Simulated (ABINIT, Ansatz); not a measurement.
# GaN (P6_3mc): bands and cutoff in G0W0 with ABINIT, part 2 of 2

Aim: raise bands and screening cutoff together for GaN (P6_3mc) and follow gap and time.

ABINIT 10.8.3; LDA and many-body steps on it, plane waves. Known limits of the many-body steps: not at the basis limit; exchange with frozen shells missing; no spin-orbit coupling; coarse k mesh.

So far. Step 3 (Screening, 3×3×2 mesh, 34 bands, screening to 76.2 eV): Local fields lower ε∞ by 4 %. On a Γ-centred mesh this coarse the value itself is usually too large, while a short band sum pulls it down. Step 4 (34 bands, 76.2 eV): The gap on the mesh goes from 2.01 eV to 2.46 eV, a correction of +0.45 eV.

The database entry behind the starting cell differs from later determinations by our own check (about 0.3 % short, ideal inner coordinate), so it need not match the best structure at ambient conditions.

### Step 6. 73 bands, 141.5 eV

This step: G0W0 on LDA, plane waves, norm-conserving pseudopotentials.

File run.abi:

```
acell 3*1.0 Angstrom
rprim 
  3.179999999980 0.000000000005 0.000000000000
  -1.589999999994 2.753960784015 0.000000000000
  0.000000000000 0.000000000000 5.166000000000
ntypat 2
znucl 31 7
natom 4
typat 1 1 2 2
xred 
  0.333333333333 0.666666666667 0.000000000000
  0.666666666667 0.333333333333 0.500000000000
  0.333333333333 0.666666666667 0.375000000000
  0.666666666667 0.333333333333 0.875000000000
pp_dirpath "pseudos"
pseudos "Ga.upf, N.upf"
ecut 36
ngkpt 3 3 2
nshiftk 1
shiftk 0 0 0
kptopt 1
chksymbreak 0
istwfk *1
occopt 1
irdwfk 1
optdriver 4
nband 73
gwcalctyp 0
ecutsigx 36
symsigma 1
nkptgw 1
kptgw 
  0.0000000000 0.0000000000 0.0000000000
bdgw 
  17 20
ecuteps 5.2
irdscr 1
ppmodel 1
indata_prefix "in"
outdata_prefix "out"
tmpdata_prefix "tmp"
```

Command:

```
$ OMP_NUM_THREADS=1 mpirun -n 4 abinit run.abi > log
```

Log:

```text
.Version 10.8.3 of ABINIT. v10.8.2 released Aug 2026.

 Symmetries : space group P6_3 m c (#186); Bravais hP (primitive hexag.)
[... echo of the input left out ...]
== DATASET  1 ==================================================================
-   mpi_nproc: 4, omp_nthreads: 1 (-1 if OMP is not activated)

--- !DatasetInfo
iteration_state: {dtset: 1, }
dimensions: {natom: 4, nkpt: 6, mband: 73, nsppol: 1, nspinor: 1, nspden: 1, mpw: 3162, }
cutoff_energies: {ecut:  36.0, pawecutdg:  -1.0, }
electrons: {nelect:   3.60000000E+01, charge:   0.00000000E+00, occopt:   1.00000000E+00, tsmear:   1.00000000E-02, }

 SIGMA: Calculation of the GW corrections

 Based on a program developped by R.W. Godby, V. Olevano, G. Onida, and L. Reining.
 Incorporated in ABINIT by V. Olevano, G.-M. Rignanese, and M. Torrent.
.Using double precision arithmetic ; gwpc =  8

[... cell and pseudopotentials left out ...]
--------------------------------------------------------------------------------

 ==== K-mesh for the wavefunctions ====
 Number of points in the irreducible wedge :     6
[... list of points left out ...]
 Together with 12 symmetry operations and time-reversal symmetry
 yields    18 points in the full Brillouin Zone.

 ==== Q-mesh for screening function ====
 Number of points in the irreducible wedge :     6
[... list of points left out ...]
 Together with 12 symmetry operations and time-reversal symmetry
 yields    18 points in the full Brillouin Zone.

 vcoul_init : cutoff-mode = AUXILIARY_FUNCTION
 q-points for optical limit:   1
     1)      0.000010    0.000020    0.000030
 setmesh: FFT mesh size selected  =    30x   30x   54
          total number of points  =        48600

 Number of electrons calculated from density =   36.0000; Expected =   36.0000
[...]
number of k-points in IBZ                           6
 number of q-points in IBZ                           6
 number of symmetry operations                      12
 number of k-points in BZ                           18
 number of q-points in BZ                           18
 number of frequencies for dSigma/dE                 9
 frequency step for dSigma/dE [eV]                0.25
 number of omega for Sigma on real axis              0
 max omega for Sigma on real axis  [eV]           0.00
 zcut for avoiding poles [eV]                     0.10

 EPSILON^-1 parameters (SCR file):
 dimension of the eps^-1 matrix on file            161
 dimension of the eps^-1 matrix used               161
 number of plane-waves for wavefunctions          3153
 number of bands                                    73
 number of q-points in IBZ                           6
 number of frequencies                               2
 number of real frequencies                          1
 number of imag frequencies                          1

 matrix elements of self-energy operator (all in [eV])

 Perturbative Calculation

--- !SelfEnergy_ee
iteration_state: {dtset: 1, }
kpoint     : [   0.000,    0.000,    0.000, ]
spin       : 1
KS_gap     :    2.009
QP_gap     :    2.486
Delta_QP_KS:    0.477
data: !SigmaeeData |
     Band     E0 <VxcDFT>   SigX SigC(E0)      Z dSigC/dE  Sig(E)    E-E0       E
       17   5.109 -18.269 -21.356   3.601   0.796  -0.256 -17.859   0.410   5.519
       18   5.109 -18.269 -21.356   3.601   0.796  -0.256 -17.859   0.410   5.519
       19   7.118 -14.315  -9.563  -3.667   0.817  -0.223 -13.428   0.887   8.005
       20   9.333 -13.895  -8.401  -4.193   0.827  -0.209 -12.820   1.076  10.409

== END DATASET(S) ==============================================================
================================================================================

 -outvars: echo values of variables after computation  --------
           etotal      0.0000000000E+00
            nband          73
             nkpt           6
          spgroup         186
 [... the other variables as echoed above ...]

 Calculation completed.
```

The job ended after 2.5 s (4 MPI ranks of Arm Neoverse V2, shared host; peak memory 0.12 GiB).

This step gave:

* G0W0 gap on the points computed: 2.486 eV
* starting gap on the mesh: 2.009 eV
* k of the valence top: 0, 0, 0
* k of the conduction bottom: 0, 0, 0
* Z at the valence top: 0.796
* Z at the conduction bottom: 0.817
* least direct G0W0 gap on the computed points: 2.486 eV

Against G0W0 in ABINIT (3×3×2 mesh, 34 bands, screening to 76.2 eV, Godby-Needs plasmon pole), the gap moves by +0.030 eV.

### Step 7. Screening, 3×3×2 mesh, 153 bands, screening to 217.7 eV

This step: RPA screening on LDA, plane waves, norm-conserving pseudopotentials.

Edit run.abi of step 6 so:

```diff
@@ -25,15 +25,8 @@
 irdwfk 1
-optdriver 4
-nband 73
-gwcalctyp 0
-ecutsigx 36
-symsigma 1
-nkptgw 1
-kptgw 
-  0.0000000000 0.0000000000 0.0000000000
-bdgw 
-  17 20
-ecuteps 5.2
-irdscr 1
-ppmodel 1
+optdriver 3
+nband 153
+ecuteps 8
+inclvkb 2
+awtr 1
+symchi 1
 indata_prefix "in"
```

Log:

```text
.Version 10.8.3 of ABINIT. v10.8.2 released Aug 2026.

 Symmetries : space group P6_3 m c (#186); Bravais hP (primitive hexag.)
[... echo of the input left out ...]
== DATASET  1 ==================================================================
-   mpi_nproc: 4, omp_nthreads: 1 (-1 if OMP is not activated)

--- !DatasetInfo
iteration_state: {dtset: 1, }
dimensions: {natom: 4, nkpt: 6, mband: 153, nsppol: 1, nspinor: 1, nspden: 1, mpw: 3162, }
cutoff_energies: {ecut:  36.0, pawecutdg:  -1.0, }
[...]
--------------------------------------------------------------------------------
[... chi0 elements left out ...]
 For q-point:  0.000010 0.000020 0.000030
  dielectric constant =   9.3198
  dielectric constant without local fields =  10.0915

  Average fulfillment of the sum rule on Im[epsilon] for q-point    1 :     73.86  [%]
[... wings left out ...]
  q-point number  2        q = ( 0.333333, 0.000000, 0.000000) [r.l.u.]
--------------------------------------------------------------------------------
[... chi0 elements left out ...]
  Average fulfillment of the sum rule on Im[epsilon] for q-point    2 :     81.08  [%]

 [... 4 further q-points ...]
```

It took 22 s on 4 MPI ranks; peak memory 0.81 GiB.

Numbers from this step:

```yaml
eps_infinity_with_local_fields_on_this_mesh_along_the_program_s_q_direction: 9.320
the_same_without_local_fields: 10.09
plasma_frequency: 33.12 eV
plane_waves_in_the_screening_matrix: 313
```

### Step 8. 153 bands, 217.7 eV

This step: G0W0 on LDA, plane waves, norm-conserving pseudopotentials.

Edit run.abi of step 7 so:

```diff
@@ -25,8 +25,15 @@
 irdwfk 1
-optdriver 3
+optdriver 4
 nband 153
+gwcalctyp 0
+ecutsigx 36
+symsigma 1
+nkptgw 1
+kptgw 
+  0.0000000000 0.0000000000 0.0000000000
+bdgw 
+  17 20
 ecuteps 8
-inclvkb 2
-awtr 1
-symchi 1
+irdscr 1
+ppmodel 1
 indata_prefix "in"
```

Log:

```text
.Version 10.8.3 of ABINIT. v10.8.2 released Aug 2026.

 Symmetries : space group P6_3 m c (#186); Bravais hP (primitive hexag.)
[... echo of the input left out ...]
== DATASET  1 ==================================================================
-   mpi_nproc: 4, omp_nthreads: 1 (-1 if OMP is not activated)

--- !DatasetInfo
iteration_state: {dtset: 1, }
dimensions: {natom: 4, nkpt: 6, mband: 153, nsppol: 1, nspinor: 1, nspden: 1, mpw: 3162, }
cutoff_energies: {ecut:  36.0, pawecutdg:  -1.0, }
[...]
18   5.109 -18.269 -21.356   3.131   0.793  -0.262 -18.234   0.035   5.144
       19   7.118 -14.315  -9.563  -4.029   0.816  -0.225 -13.725   0.590   7.708
       20   9.333 -13.895  -8.401  -4.586   0.827  -0.209 -13.144   0.751  10.084

== END DATASET(S) ==============================================================
================================================================================

 -outvars: echo values of variables after computation  --------
           etotal      0.0000000000E+00
            nband         153
             nkpt           6
          spgroup         186
 [... the other variables as echoed above ...]

 Calculation completed.
```

Wall time 5.7 s (4 MPI ranks); peak memory 0.57 GiB.

Numbers from this step:

```
G0W0 gap on the points computed              : 2.564 eV
starting gap on the mesh                     : 2.009 eV
k of the valence top                         : 0, 0, 0
k of the conduction bottom                   : 0, 0, 0
least direct G0W0 gap on the computed points : 2.564 eV
```

Against G0W0 in ABINIT (3×3×2 mesh, 73 bands, screening to 141.5 eV, Godby-Needs plasmon pole), the gap moves by +0.078 eV.

### Step 9. Side by side

Times are wall times on 4 MPI ranks of Arm Neoverse V2, shared host, good to a factor of about two. A run's time includes the screening step that it read.

| run | mesh | bands | screening cutoff (eV) | DFT gap (eV) | gap on the mesh (eV) | direct (eV) | ε∞ used | time |
| --- | --- | --- | --- | --- | --- | --- | --- | --- |
| 34 bands, 76.2 eV | 3×3×2 | 34 | 76.2 | 2.009 | 2.456 | 2.456 | 9.58 | 5.2 s |
| 73 bands, 141.5 eV | 3×3×2 | 73 | 141.5 | 2.009 | 2.486 | 2.486 | 9.39 | 9.2 s |
| 153 bands, 217.7 eV | 3×3×2 | 153 | 217.7 | 2.009 | 2.564 | 2.564 | 9.32 | 27 s |

### Step 10. Summary of results

| Property | Result |
| --- | --- |
| 34 bands, 76.2 eV | 2.456 eV |
| 73 bands, 141.5 eV | 2.486 eV |
| 153 bands, 217.7 eV | 2.564 eV |
| known limits | not at the basis limit; exchange with frozen shells missing; no spin-orbit coupling; coarse k mesh |

What this shows: From the first rung to the last the gap moves by +0.11 eV for 5.2 times the time. The steps are not yet shrinking, so no limit is drawn. In the first G0W0 run levels were corrected at 1 k point alone, so a gap called «on the mesh» is the least over those, and an edge elsewhere would be missed. The 3×3×2 mesh is coarse for this cell, which bears on the long-range parts of exchange and screening. The norm-conserving file of at least one element keeps a d shell over frozen s and p shells of the same row. Exchange with those shells is missing from the self-energy, an error of 0.3 to 0.9 eV in cases checked, whose sign depends on which edge lies on those atoms. The many-body steps are scalar-relativistic: spin-orbit coupling is not in them.

[Paths, hosts, dates, memory and timing lines, banners, echoed tables and standing remarks are left out of the program output.]

[Logs are printed without paths, hosts, clocks, repeated set-up lines and the standing remarks that a program may print on its own settings, such as how far it seeks lower states.]

[Runs of the session that timed out or met a known fault of the program may be left out.]

[No measured gap is set beside runs whose start may be inverted or whose files or cutoffs have a known fault.]

[Hosts, paths, dates, database ids (printed as entryN), source tags and the programs' standing remarks are cut or masked in the printed files.]

[G0W0 gaps are taken among the corrected bands and points alone; a level outside them can change the order at an edge.]

[Where Ansatz stands beside ABINIT at settings called matched, ABINIT's density can come from a denser mesh and the files from another edition; pairs whose starting gaps differed by over 0.03 eV were left out, so agreement reads better than it is.]
